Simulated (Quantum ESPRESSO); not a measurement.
# SiC (Moissanite 3C): a mode Grüneisen parameter, worked out

By how much does an optical zone-centre mode of SiC (Moissanite 3C) shift under hydrostatic pressure?

Method: DFT LDA, scalar-relativistic, plane waves, PseudoDojo norm-conserving pseudopotentials, in Quantum ESPRESSO 7.5.

## 1. The relaxed structure

The structure is cubic, space group F-43m (No. 216). The conventional cell has a = 4.326 Å, b = 4.326 Å, c = 4.326 Å, α = 90.00°, β = 90.00°, γ = 90.00°. Nearest to Si lie 4 C at 1.87 Å. Nearest to C lie 4 Si at 1.87 Å. Farther neighbours are not listed.

This is the cell after its relaxation at this level of theory, not the database cell from which that began.

## 2. Runs at several volumes

The relaxed cell is scaled uniformly; in this structure symmetry fixes all atoms, so nothing has to be relaxed anew. Each volume gets a ground state and a response at Γ. The mode followed is the highest one without the macroscopic field, of symmetry T2; longitudinal polar modes lie higher. Cutoff 90 Ry, k mesh 12×12×12.

From the response at V/V₀ = 0.94:

The log of the run:

```text
[banners, grids, parts of the stress and lines that vanish by symmetry left out]
Program PHONON v.7.5
     Reading xml data from directory:

[...]
Exchange-correlation= PW
                           (   1   4   0   0   0   0   0)
[...]
kinetic-energy cut-off    =      90.0000  Ry
     charge density cut-off    =     360.0000  Ry
     convergence threshold     =      1.0E-18
[...]
Exchange-correlation= PW
                           (   1   4   0   0   0   0   0)
[...]
q = (   0.0000000   0.0000000   0.0000000 )
     25 Sym.Ops. (with q -> -q+G )
     G cutoff =  292.3311  (  14841 G-vectors)     FFT grid: ( 36, 36, 36)
     number of k points=    72
[...]
Mode symmetry, T_d (-43m)  point group:
[...]
Dielectric constant
[...]
End of electric fields calculation
          Dielectric constant in cartesian axis
          (       6.742722029       0.000000000       0.000000000 )
          (      -0.000000000       6.742722029      -0.000000000 )
          (      -0.000000000      -0.000000000       6.742722029 )
          Effective charges (d Force / dE) in cartesian axis without acoustic sum rule applied (asr)
           atom    1  Si    Mean Z*:        2.76332
      Ex  (        2.76332       -0.00000       -0.00000 )
      Ey  (        0.00000        2.76332       -0.00000 )
      Ez  (       -0.00000       -0.00000        2.76332 )
           atom    2  C     Mean Z*:       -2.76496
      Ex  (       -2.76496       -0.00000       -0.00000 )
      Ey  (        0.00000       -2.76496        0.00000 )
      Ez  (       -0.00000       -0.00000       -2.76496 )
          Effective charges Sum: Mean:       -0.00164
[...]
Effective charges (d Force / dE) in cartesian axis with asr applied:
           atom    1  Si    Mean Z*:        2.76414
[...]
atom    2  C     Mean Z*:       -2.76414
[...]
Representation #   1 modes #   1   2   3
[...]
End of self-consistent calculation
     Convergence has been achieved
     Representation #   2 modes #   4   5   6
[...]
End of self-consistent calculation
     Convergence has been achieved
[...]
Dielectric constant in cartesian axis
          (       6.742722029       0.000000000       0.000000000 )
          (      -0.000000000       6.742722029      -0.000000000 )
          (      -0.000000000      -0.000000000       6.742722029 )
          Effective charges (d Force / dE) in cartesian axis without acoustic sum rule applied (asr)
           atom    1  Si    Mean Z*:        2.76332
      Ex  (        2.76332       -0.00000       -0.00000 )
      Ey  (        0.00000        2.76332       -0.00000 )
      Ez  (       -0.00000       -0.00000        2.76332 )
           atom    2  C     Mean Z*:       -2.76496
      Ex  (       -2.76496       -0.00000       -0.00000 )
      Ey  (        0.00000       -2.76496        0.00000 )
      Ez  (       -0.00000       -0.00000       -2.76496 )
          Effective charges Sum: Mean:       -0.00164
[...]
Effective charges (d Force / dE) in cartesian axis with asr applied:
           atom    1  Si    Mean Z*:        2.76414
[...]
atom    2  C     Mean Z*:       -2.76414
[...]
q = (    0.000000000   0.000000000   0.000000000 )
[...]
freq (    1) =      -0.039840 [THz] =      -1.328913 [cm-1]
     freq (    2) =      -0.039840 [THz] =      -1.328913 [cm-1]
     freq (    3) =      -0.039840 [THz] =      -1.328913 [cm-1]
     freq (    4) =      25.647881 [THz] =     855.521216 [cm-1]
     freq (    5) =      25.647881 [THz] =     855.521216 [cm-1]
     freq (    6) =      25.647881 [THz] =     855.521216 [cm-1]
[...]
Mode symmetry, T_d (-43m)  point group:
     freq (   1-   3) =         -1.3  [cm-1]   --> T_2  G_15 P_4   I+R
     freq (   4-   6) =        855.5  [cm-1]   --> T_2  G_15 P_4   I+R

   JOB DONE.
```

One volume, V/V₀ = 0.97, is held back as a test.

```csv
V/V₀,volume (Å³/atom),pressure (GPa),ω (cm⁻¹)
0.94,9.509,15.90,855.52
0.97,9.813,7.38,held back
1,10.116,0.01,798.10
1.03,10.420,-6.37,771.91
1.06,10.723,-11.88,747.25
```

## 3. The fit

The mode Grüneisen parameter is γ = −d ln ω / d ln V.

```csv
ln(V/V₀),ln ω
-0.0619,6.7517
0.0000,6.6822
0.0296,6.6489
0.0583,6.6164
```

A straight line through these points has the slope -1.126, so γ = 1.13; at V/V₀ = 0.97 it predicts ω = exp(6.6821 + 0.0343) = 825.84 cm⁻¹.

A parabola of pressure against ln V through V/V₀ = 0.97, 1 and 1.03 gives the bulk modulus B = −dP/d ln V = 229 GPa at V₀. With ω₀ from the fitted line the pressure coefficient follows as dω/dP = γ ω₀ / B = 1.13 × 798.0 / 229 = 3.93 cm⁻¹/GPa.

## 4. The run that was held back

The log of the run:

```text
[banners, grids, parts of the stress and lines that vanish by symmetry left out]
[banner, memory and clock lines left out]
Program PHONON v.7.5

[...]
Exchange-correlation= PW
                           (   1   4   0   0   0   0   0)
[...]
kinetic-energy cut-off    =      90.0000  Ry
     charge density cut-off    =     360.0000  Ry
     convergence threshold     =      1.0E-18
[...]
Exchange-correlation= PW
                           (   1   4   0   0   0   0   0)
[...]
q = (   0.0000000   0.0000000   0.0000000 )
     25 Sym.Ops. (with q -> -q+G )
     G cutoff =  298.5183  (  15353 G-vectors)     FFT grid: ( 36, 36, 36)
     number of k points=    72
[...]
Mode symmetry, T_d (-43m)  point group:
[...]
Dielectric constant
[...]
End of electric fields calculation
          Dielectric constant in cartesian axis
          (       6.807824807       0.000000000       0.000000000 )
          (       0.000000000       6.807824807      -0.000000000 )
          (       0.000000000      -0.000000000       6.807824807 )
          Effective charges (d Force / dE) in cartesian axis without acoustic sum rule applied (asr)
           atom    1  Si    Mean Z*:        2.74265
      Ex  (        2.74265       -0.00000       -0.00000 )
      Ey  (       -0.00000        2.74265        0.00000 )
      Ez  (       -0.00000        0.00000        2.74265 )
           atom    2  C     Mean Z*:       -2.74422
      Ex  (       -2.74422        0.00000        0.00000 )
      Ey  (        0.00000       -2.74422        0.00000 )
      Ez  (        0.00000        0.00000       -2.74422 )
[...]
Representation #   1 modes #   1   2   3
[...]
End of self-consistent calculation
     Convergence has been achieved
     Representation #   2 modes #   4   5   6
[...]
End of self-consistent calculation
     Convergence has been achieved
[...]
Dielectric constant in cartesian axis
          (       6.807824807       0.000000000       0.000000000 )
          (       0.000000000       6.807824807      -0.000000000 )
          (       0.000000000      -0.000000000       6.807824807 )
          Effective charges (d Force / dE) in cartesian axis without acoustic sum rule applied (asr)
           atom    1  Si    Mean Z*:        2.74265
      Ex  (        2.74265       -0.00000       -0.00000 )
      Ey  (       -0.00000        2.74265        0.00000 )
      Ez  (       -0.00000        0.00000        2.74265 )
           atom    2  C     Mean Z*:       -2.74422
      Ex  (       -2.74422        0.00000        0.00000 )
      Ey  (        0.00000       -2.74422        0.00000 )
      Ez  (        0.00000        0.00000       -2.74422 )
          Effective charges Sum: Mean:       -0.00156
[...]
Effective charges (d Force / dE) in cartesian axis with asr applied:
           atom    1  Si    Mean Z*:        2.74343
[...]
atom    2  C     Mean Z*:       -2.74343
[...]
q = (    0.000000000   0.000000000   0.000000000 )
[...]
freq (    1) =      -0.062672 [THz] =      -2.090506 [cm-1]
     freq (    2) =      -0.062672 [THz] =      -2.090506 [cm-1]
     freq (    3) =      -0.062672 [THz] =      -2.090506 [cm-1]
     freq (    4) =      24.760443 [THz] =     825.919482 [cm-1]
     freq (    5) =      24.760443 [THz] =     825.919482 [cm-1]
     freq (    6) =      24.760443 [THz] =     825.919482 [cm-1]
[...]
Mode symmetry, T_d (-43m)  point group:
     freq (   1-   3) =         -2.1  [cm-1]   --> T_2  G_15 P_4   I+R
     freq (   4-   6) =        825.9  [cm-1]   --> T_2  G_15 P_4   I+R
```

It gives 825.92 cm⁻¹ against the predicted 825.84 cm⁻¹, a miss of 0.08 cm⁻¹.

## 5. What came out

* mode Grüneisen parameter: 1.126
* bulk modulus: 229 GPa
* pressure coefficient: 3.93 cm⁻¹/GPa

**Reading.** The highest optical mode of SiC (Moissanite 3C) without the LO-TO term stiffens by 3.93 cm⁻¹ a GPa near the relaxed volume, with γ = 1.13. The power law meets all 5 runs within 0.02 %. Such a coefficient turns a measured shift of this mode into a hydrostatic stress; uniaxial or biaxial stress splits the mode and needs deformation potentials. These are harmonic values at zero temperature for the structure held cubic, which a run at Γ can't show to be stable; the bulk modulus rests on three points.

[Host names and launcher messages were left out of these logs when they were recorded.]

[Logs are printed without paths, hosts, clocks, repeated set-up lines and the standing remarks that a program may print on its own settings, such as how far it seeks lower states.]

[Hosts, paths, dates, database ids (printed as entryN), source tags and the programs' standing remarks are cut or masked in the printed files.]
